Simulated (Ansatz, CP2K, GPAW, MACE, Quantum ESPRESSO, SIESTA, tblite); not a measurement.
# Generalised stacking fault on (110) of a LiCl-LiBr solid solution (56 atoms) in CP2K

Wanted: CP2K inputs and outputs for generalised stacking fault on (110) of a LiCl-LiBr solid solution (56 atoms), checked against a plane-wave reference.

Main program and level: CP2K 2026.2; the method is named at each step.

### Step 1. Starting point

The cell holds 56 atoms: 28 Li, 10 Br and 18 Cl. Cell: a = 7.448 Å, b = 5.266 Å, c = 26.488 Å, α = 90.0°, β = 82.6°, γ = 90.0°. Rock-salt LiCl lattice (a = 5.2663 Å, the value set for the mixture), cell with z along [110], 2 x 1 x 7 periods; the third cell vector is tilted by 0.917 of 1/2[1-10] and lengthened by 0.2 Å, so the cell holds one fault; displaced by a Gaussian of 0.01 Å; 10 of 28 Cl sites given to Br at random (lattice constant by Vegard's rule between LiCl and LiBr). Then every atom was moved at random, 0.02 Å r.m.s. a Cartesian component. The structure's axis is c.

The yardstick, on the same geometry:

| Item | Value |
| --- | --- |
| method | Kohn-Sham DFT, PBE, SSSP efficiency 1.3.0 pseudopotentials, plane waves (Quantum ESPRESSO 7.5); sssp-pbe-1.3.0-efficiency, cutoffs 45/360 Ry, Γ point |
| r.m.s. force component | 0.11 eV/Å |
| longest force | 0.3554 eV/Å |
| pressure | -0.292 GPa |
| gap (highest filled to lowest empty level) | 5.457 eV |
| time | 4 min on 2 MPI ranks of Arm Neoverse V1, shared host |
| CPU time | 7.9 min |

### Step 2. PBE, DZVP-MOLOPT-SR, 800/50 Ry, diagonalisation

Method: Kohn-Sham DFT, PBE, GTH-PBE pseudopotentials, Gaussian and plane waves, DZVP-MOLOPT-SR-GTH, diagonalisation.

File input.inp:

```
&GLOBAL
  PROJECT cell
  RUN_TYPE ENERGY_FORCE
  PRINT_LEVEL LOW
&END GLOBAL
&FORCE_EVAL
  METHOD QS
  STRESS_TENSOR ANALYTICAL
  &DFT
    BASIS_SET_FILE_NAME BASIS_MOLOPT
    POTENTIAL_FILE_NAME GTH_POTENTIALS
    &MGRID
      CUTOFF 800
      REL_CUTOFF 50
      NGRIDS 5
    &END MGRID
    &QS
      EPS_DEFAULT 1.0E-12
    &END QS
    &SCF
      SCF_GUESS ATOMIC
      EPS_SCF 1.0E-06
      MAX_SCF 200
      ADDED_MOS 28
      &DIAGONALIZATION
        ALGORITHM STANDARD
      &END DIAGONALIZATION
      &SMEAR ON
        METHOD FERMI_DIRAC
        ELECTRONIC_TEMPERATURE [K] 580
      &END SMEAR
      &MIXING
        METHOD BROYDEN_MIXING
        ALPHA 0.15
        NBROYDEN 8
      &END MIXING
      &PRINT
        &RESTART OFF
        &END RESTART
      &END PRINT
    &END SCF
    &XC
      &XC_FUNCTIONAL PBE
      &END XC_FUNCTIONAL
    &END XC
    &PRINT
      &MULLIKEN ON
      &END MULLIKEN
      &HIRSHFELD ON
        SHAPE_FUNCTION DENSITY
      &END HIRSHFELD
      &MO ON
        EIGENVALUES T
        OCCUPATION_NUMBERS T
        MO_INDEX_RANGE 129 152
        &EACH
          QS_SCF 0
        &END EACH
        ADD_LAST NUMERIC
      &END MO
    &END PRINT
  &END DFT
  &SUBSYS
    &CELL
      A 7.44767 0.00000 0.00000
      B 0.00000 5.26630 0.00000
      C 3.41349 0.00000 26.26686
    &END CELL
    &COORD
      Li 7.48600 5.24223 26.04202
      Br 5.57132 0.01943 1.82949
      Li 7.48243 0.00469 3.73357
      Cl 5.56639 5.25582 5.61979
      Li 7.47101 5.25919 7.42590
      Cl 5.60328 5.25487 9.30792
      Li 7.44874 0.03239 11.16473
      Cl 5.57336 0.05387 13.05043
      Li 7.50168 5.23160 14.89436
      Cl 5.59531 5.26198 16.77822
      Li 7.46094 5.24539 18.60403
      Cl 5.59390 0.01401 20.49367
      Li 7.39760 0.04518 22.33524
      Cl 5.64956 0.00137 24.19493
      Li 3.73712 0.03723 26.11005
      Br 1.89282 0.02659 1.87572
      Li 3.71302 0.00506 3.72385
      Cl 1.87798 0.01238 5.58407
      Li 3.72417 5.25334 7.46951
      Br 1.85521 5.22828 9.27562
      Li 3.70819 5.26040 11.18574
      Cl 1.84556 5.22923 13.02101
      Li 3.70818 0.00479 14.89016
      Cl 9.33147 5.23439 16.74644
      Li 3.73672 0.00311 18.59536
      Cl 9.31466 5.24839 20.45111
      Li 3.65242 0.03707 22.32342
      Cl 9.27525 5.21890 24.18994
      Li 1.87113 2.67965 1.81425
      Cl 7.46262 2.63110 3.69864
      Li 1.82307 2.64505 5.55702
      Cl 7.44557 2.65764 7.46163
      Li 1.84997 2.61488 9.34128
      Br 7.44099 2.61098 11.18706
      Li 1.86282 2.62888 13.03178
      Cl 7.48098 2.60735 14.88753
      Li 9.31807 2.63852 16.72989
      Cl 7.44843 2.68771 18.60009
      Li 9.30922 2.61714 20.44481
      Cl 7.42358 2.65021 22.32709
      Li 9.30636 2.62004 24.18574
      Cl 7.40936 2.62967 26.01102
      Li 5.62454 2.59286 1.84525
      Br 3.75713 2.61746 3.71597
      Li 5.56135 2.61208 5.54835
      Br 3.72653 2.65764 7.44981
      Li 5.57669 2.59018 9.28954
      Br 3.67479 2.68165 11.16368
      Li 5.57240 2.66306 13.00577
      Cl 3.69825 2.62583 14.89567
      Li 5.53901 2.65221 16.74617
      Br 3.72981 2.63225 18.63844
      Li 5.59889 2.60139 20.45532
      Br 3.70610 2.65664 22.31238
      Li 5.59074 2.58970 24.20255
      Br 3.73879 2.62736 26.04779
    &END COORD
    &KIND Li
      BASIS_SET DZVP-MOLOPT-SR-GTH-q3
      POTENTIAL GTH-PBE-q3
    &END KIND
    &KIND Br
      BASIS_SET DZVP-MOLOPT-SR-GTH-q7
      POTENTIAL GTH-PBE-q7
    &END KIND
    &KIND Cl
      BASIS_SET DZVP-MOLOPT-SR-GTH-q7
      POTENTIAL GTH-PBE-q7
    &END KIND
  &END SUBSYS
  &PRINT
    &FORCES ON
    &END FORCES
    &STRESS_TENSOR ON
    &END STRESS_TENSOR
  &END PRINT
&END FORCE_EVAL
```

Started as:

```console
$ OMP_NUM_THREADS=2 cp2k.psmp -i input.inp > output.txt
```

Numbers of over 12 decimals in the logs are rounded to 6 here.

Log:

```text
CP2K| version string:                                       CP2K version 2026.2
 CP2K| Input file name                                                 input.inp
 GLOBAL| Basis set file name                                        BASIS_MOLOPT
 GLOBAL| Potential file name                                      GTH_POTENTIALS
 GLOBAL| Run type                                                   ENERGY_FORCE
 GLOBAL| Total number of message passing processes                             1
 GLOBAL| Number of threads for this process                                    2
 TOTAL NUMBERS AND MAXIMUM NUMBERS
  Total number of            - Atomic kinds:                                   3
                             - Atoms:                                         56
                             - Shell sets:                                    56
                             - Shells:                                       252
                             - Primitive Cartesian functions:                252
                             - Cartesian basis functions:                    560
                             - Spherical basis functions:                    532
  Maximum angular momentum of- Orbital basis functions:                        2
                             - Local part of the GTH pseudopotential:          6
                             - Non-local part of the GTH pseudopotential:      4
 SCF PARAMETERS         Density guess:                                    ATOMIC
                        max_scf:                                             200
                        eps_scf:                                        1.00E-06
                        added MOs                                        28    0
                        Mixing method:                            BROYDEN_MIXING
                                                charge density mixing in g-space
                        Smear method:                                FERMI_DIRAC
                        Electronic temperature [K]:                        580.0
                        Electronic temperature [a.u.]:                  1.84E-03
                        Accuracy threshold:                             1.00E-10
 Extrapolation method: initial_guess
 Number of electrons:                                                        280
 Number of occupied orbitals:                                                140
 Number of molecular orbitals:                                               168
 Number of orbital functions:                                                532
 Number of independent orbital functions:                                    532
 SCF WAVEFUNCTION OPTIMIZATION
  Step     Update method      Time    Convergence         Total energy    Change
     1 NoMix/Diag. 0.15E+00    6.0     0.87373457      -615.9799455193 -6.16E+02
     2 Broy./Diag. 0.15E+00    9.7     0.03487623      -601.9286462302  1.41E+01
     3 Broy./Diag. 0.15E+00    9.7     0.10834485      -610.4727205812 -8.54E+00
     4 Broy./Diag. 0.15E+00    9.8     0.00422414      -616.5988631633 -6.13E+00
[...]
23 Broy./Diag. 0.15E+00   10.4     0.00000139      -616.3542368829 -4.86E-06
    24 Broy./Diag. 0.15E+00   10.3     0.00000088      -616.3542349695  1.91E-06
  *** SCF run converged in    24 steps ***
  Electronic density on regular grids:       -279.9999999999        0.0000000001
  Core density on regular grids:              279.9999999996       -0.0000000004
  Total charge density on r-space grids:       -0.0000000003
  Total charge density g-space grids:          -0.0000000003
  Overlap energy of the core charge distribution:               2.94e-12
  Self energy of the core charge distribution:              -1061.020435
  Core Hamiltonian energy:                                    212.049016
  Hartree energy:                                             364.184939
  Exchange-correlation energy:                               -131.567756
  Electronic entropic energy:                                  -0.000000
  Fermi energy:                                                 0.168996
  Total energy:                                              -616.354235
  Total energy (extrapolated to T->0):                       -616.354235
 MO| EIGENVALUES AND OCCUPATION NUMBERS
 MO|
 MO|  Index      Eigenvalue [a.u.]        Eigenvalue [eV]             Occupation
 MO|    129               0.009532               0.259386               2.000000
 MO|    130               0.010329               0.281060               2.000000
 MO|    131               0.012185               0.331581               2.000000
[...]
MO|    151               0.298084               8.111272               0.000000
 MO|    152               0.299467               8.148900               0.000000
 MO| Sum:                                                             280.000000
 MO| E(Fermi):            0.168996 a.u.          4.598617 eV
 MO| Band gap:            0.199696 a.u.          5.434011 eV
 !-----------------------------------------------------------------------------!
                     Mulliken Population Analysis
 #  Atom  Element  Kind  Atomic population                           Net charge
       1     Li       1          2.587149                              0.412851
       2     Br       2          7.451682                             -0.451682
       3     Li       1          2.606358                              0.393642
[...]
55     Li       1          2.557898                              0.442102
      56     Br       2          7.452184                             -0.452184
 # Total charge                            280.000000                 -0.000000
 !-----------------------------------------------------------------------------!
 !-----------------------------------------------------------------------------!
                           Hirshfeld Charges
  #Atom  Element  Kind  Ref Charge     Population                    Net charge
      1       Li     1       3.000          2.879                         0.121
      2       Br     2       7.000          7.087                        -0.087
      3       Li     1       3.000          2.881                         0.119
[...]
55       Li     1       3.000          2.887                         0.113
     56       Br     2       7.000          7.081                        -0.081
  Total Charge                                                           -0.000
 !-----------------------------------------------------------------------------!
 ENERGY| Total FORCE_EVAL ( QS ) energy [hartree]           -616.354234
 FORCES| Atomic forces [hartree/bohr]
 FORCES|   Atom     x               y               z               |f|
 FORCES|      1 -4.10133728E-03  1.23898428E-04 -6.43191855E-03   7.62927877E-03
 FORCES|      2  5.90393566E-03 -2.76854674E-03 -4.03557539E-04   6.53331203E-03
 FORCES|      3 -1.03014939E-03 -8.21536250E-05  3.61598666E-03   3.76076010E-03
[...]
FORCES|     55  6.47661246E-03  8.93340084E-04 -7.72453738E-04   6.58340719E-03
 FORCES|     56 -4.84536513E-03  1.43844261E-03  4.28666955E-03   6.62738381E-03
 FORCES| Sum    -1.70038868E-06  1.81456534E-07 -5.04852406E-06
 FORCES| Total atomic force                                       5.33027610E-06
 STRESS| Analytical stress tensor [bar]
 STRESS|                        x                   y                   z
 STRESS|      x        3.26067254187E+04  -2.07969006881E+02   1.42385007950E+03
 STRESS|      y       -2.07969006881E+02  -2.97475890203E+04   4.81672049691E+01
 STRESS|      z        1.42385007950E+03   4.81672049691E+01  -6.44085691611E+03
 STRESS| 1/3 Trace                                            -1.19390683922E+03
```

The job ended after 4.4 min (2 threads of Arm Neoverse V1, shared host; peak memory 3.8 GiB).

Banners, paths, timers and routine set-up lines are dropped from the logs unmarked, and long logs keep their key lines alone; longer cuts are marked.

Compared with the plane-wave run:

| Quantity | Value |
| --- | --- |
| r.m.s. force component | 0.1247 eV/Å |
| r.m.s. difference of force components | 16.39 meV/Å |
| longest difference of force vectors | 53.06 meV/Å |
| force difference over r.m.s. force | 14.9 % |
| slope of forces against the reference's | 1.131 |
| correlation of force components | 0.998 |
| gap (highest filled to lowest empty level) | 5.434 eV |
| gap difference | -0.0232 eV |
| pressure | -0.1194 GPa |
| pressure difference | 0.1726 GPa |

Length of the force difference by element (eV/Å):

| element | atoms | mean | most |
| --- | --- | --- | --- |
| Br | 10 | 0.022 | 0.047 |
| Cl | 18 | 0.0091 | 0.023 |
| Li | 28 | 0.034 | 0.053 |

Levels nearest the highest filled one (eV from it): -0.50, -0.48, -0.43, -0.34, -0.33, -0.30, -0.25, -0.25, -0.24, -0.17, -0.15, 0.00, 5.43, 5.86, 5.98, 6.81, 6.86, 6.96, 7.02, 7.06, 7.26, 7.33, 7.35, 7.39.

A closer look about Li39, picked at random: 9 atoms, nearest first, numbered in the order of the input, with positions taken from that point.

```csv
atom,x,y,z,distance (Å),bonds,Hirshfeld charge (e),Fx,Fy,Fz (eV/Å)
Li39,0.00,0.00,0.00,0.00,6,0.12,-0.345,0.027,0.051
Br52,1.87,0.02,-1.81,2.60,6,-0.07,-0.020,-0.027,-0.176
Cl38,-1.86,0.07,-1.84,2.62,6,-0.14,0.017,-0.118,-0.026
Br54,1.84,0.04,1.87,2.63,6,-0.07,-0.010,-0.046,0.082
Cl26,0.01,2.63,0.01,2.63,6,-0.14,-0.031,0.076,-0.009
Cl26,0.01,-2.64,0.01,2.64,6,-0.14,-0.031,0.076,-0.009
Cl40,-1.89,0.03,1.88,2.66,6,-0.14,0.030,-0.063,-0.027
Li27,1.79,-2.58,1.88,3.66,6,0.12,0.092,-0.065,-0.009
Li11,-1.85,2.63,-1.84,3.70,6,0.13,-0.029,0.022,0.034
```

Forces lie 15 % from the reference's, at 1.0 times its CPU time.

### Step 3. GFN1-xTB, diagonalisation

Method: GFN1-xTB tight binding (the program's own implementation), diagonalisation.

File input.inp:

```
&GLOBAL
  PROJECT cell
  RUN_TYPE ENERGY_FORCE
  PRINT_LEVEL LOW
&END GLOBAL
&FORCE_EVAL
  METHOD QS
  STRESS_TENSOR ANALYTICAL
  &DFT
    &QS
      METHOD XTB
      &XTB
        GFN_TYPE 1
        DO_EWALD T
        CHECK_ATOMIC_CHARGES F
      &END XTB
    &END QS
    &SCF
      SCF_GUESS ATOMIC
      EPS_SCF 1.0E-06
      MAX_SCF 200
      ADDED_MOS 42
      &DIAGONALIZATION
        ALGORITHM STANDARD
      &END DIAGONALIZATION
      &SMEAR ON
        METHOD FERMI_DIRAC
        ELECTRONIC_TEMPERATURE [K] 580
      &END SMEAR
      &MIXING
        METHOD BROYDEN_MIXING
        ALPHA 0.15
        NBROYDEN 8
      &END MIXING
      &PRINT
        &RESTART OFF
        &END RESTART
      &END PRINT
    &END SCF
    &PRINT
      &MULLIKEN ON
      &END MULLIKEN
    &END PRINT
  &END DFT
  &SUBSYS
    &CELL
      A 7.44767 0.00000 0.00000
      B 0.00000 5.26630 0.00000
      C 3.41349 0.00000 26.26686
    &END CELL
    &COORD
      SCALED
      Li 0.55074 0.99543 0.99144
      Br 0.71614 0.00369 0.06965
      Li 0.93952 0.00089 0.14214
      Cl 0.64934 0.99801 0.21395
      Li 0.87356 0.99865 0.28271
      Cl 0.58994 0.99783 0.35436
      Li 0.80533 0.00615 0.42505
      Cl 0.52062 0.01023 0.49684
      Li 0.74736 0.99341 0.56704
      Cl 0.45852 0.99918 0.63876
      Li 0.67716 0.99603 0.70827
      Cl 0.39350 0.00266 0.78021
      Li 0.60355 0.00858 0.85032
      Cl 0.33639 0.00026 0.92112
      Li 0.04619 0.00707 0.99403
      Br 0.22142 0.00505 0.07141
      Li 0.43357 0.00096 0.14177
      Cl 0.15472 0.00235 0.21259
      Li 0.36971 0.99754 0.28437
      Br 0.08725 0.99278 0.35313
[... 32 atom lines left out ...]
      Li 0.39484 0.49397 0.77875
      Br 0.10829 0.50446 0.84945
      Li 0.32836 0.49175 0.92141
      Br 0.04750 0.49890 0.99166
    &END COORD
  &END SUBSYS
  &PRINT
    &FORCES ON
    &END FORCES
    &STRESS_TENSOR ON
    &END STRESS_TENSOR
  &END PRINT
&END FORCE_EVAL
```

Started as:

```console
$ OMP_NUM_THREADS=1 cp2k.psmp -i input.inp > output.txt
```

Log:

```text
CP2K| version string:                                       CP2K version 2026.2
 CP2K| Input file name                                                 input.inp
 GLOBAL| Basis set file name                                           BASIS_SET
 GLOBAL| Potential file name                                           POTENTIAL
 GLOBAL| Run type                                                   ENERGY_FORCE
 GLOBAL| Total number of message passing processes                             1
 GLOBAL| Number of threads for this process                                    1
[... lines left out ...]
                        Smear method:                                FERMI_DIRAC
[... lines left out ...]
 Number of electrons:                                                        224
[... lines left out ...]
  Step     Update method      Time    Convergence         Total energy    Change
[... lines left out ...]
  *** SCF run converged in   166 steps ***
[... lines left out ...]
  Fermi energy:                                                -0.217743
  Total energy:                                              -129.259326
  Total energy (extrapolated to T->0):                       -129.259326
[... lines left out ...]
      42     Cl         3                 7.536739                     -0.536739
      50     Cl         3                 7.493255                     -0.493255
 # Total charge                         224.000000                     -0.000000
 ENERGY| Total FORCE_EVAL ( QS ) energy [hartree]           -129.259326
 FORCES| Atomic forces [hartree/bohr]
 FORCES|   Atom     x               y               z               |f|
 FORCES|      1 -2.55797733E-03  1.52084204E-04 -4.85805665E-03   5.49245774E-03
 FORCES|      2  6.67380221E-03 -3.02212957E-03 -9.75782027E-04   7.39087638E-03
 FORCES|      3 -1.92090024E-03 -1.34162120E-04  2.45759710E-03   3.12212119E-03
[...]
FORCES|     55  4.81675974E-03  1.04294228E-03 -1.66568894E-03   5.20225169E-03
 FORCES|     56 -5.14550742E-03  1.63861964E-03  2.50308931E-03   5.95203974E-03
 FORCES| Sum     1.36175793E-15  1.19479079E-16 -3.37403716E-16
 FORCES| Total atomic force                                       1.40801320E-15
 STRESS| Analytical stress tensor [bar]
 STRESS|                        x                   y                   z
 STRESS|      x       -1.93194526916E+04  -2.54834300273E+02  -8.85962756943E+02
 STRESS|      y       -2.54834300273E+02  -2.86444720131E+04  -9.43090919059E+01
 STRESS|      z       -8.85962756943E+02  -9.43090919059E+01  -4.59610540026E+04
 STRESS| 1/3 Trace                                            -3.13083262358E+04
```

Elapsed: 13 s, on 1 thread; peak memory 0.24 GiB.

Against the reference:

- r.m.s. force component: 0.1132 eV/Å
- r.m.s. difference of force components: 49.8 meV/Å
- longest difference of force vectors: 212.2 meV/Å
- force difference over r.m.s. force: 45.27 %
- slope of forces against the reference's: 0.9265
- correlation of force components: 0.9008
- pressure: -3.131 GPa
- pressure difference: -2.839 GPa

Against the first run (15 %), the force difference from the reference is 45 %, at 0.026 times the CPU time (on 1 against 2 cores) (166 SCF steps against 24); the model has changed, so this is no error of the program alone.

[end of part 1 of 4]

[Also dropped from logs without a mark: logging warnings of Python, and SIESTA's first energy breakdown and zero terms.]

[Logs are printed without paths, hosts, clocks, repeated set-up lines and the standing remarks that a program may print on its own settings, such as how far it seeks lower states.]

[Hosts, paths, dates, database ids (printed as entryN), source tags and the programs' standing remarks are cut or masked in the printed files.]
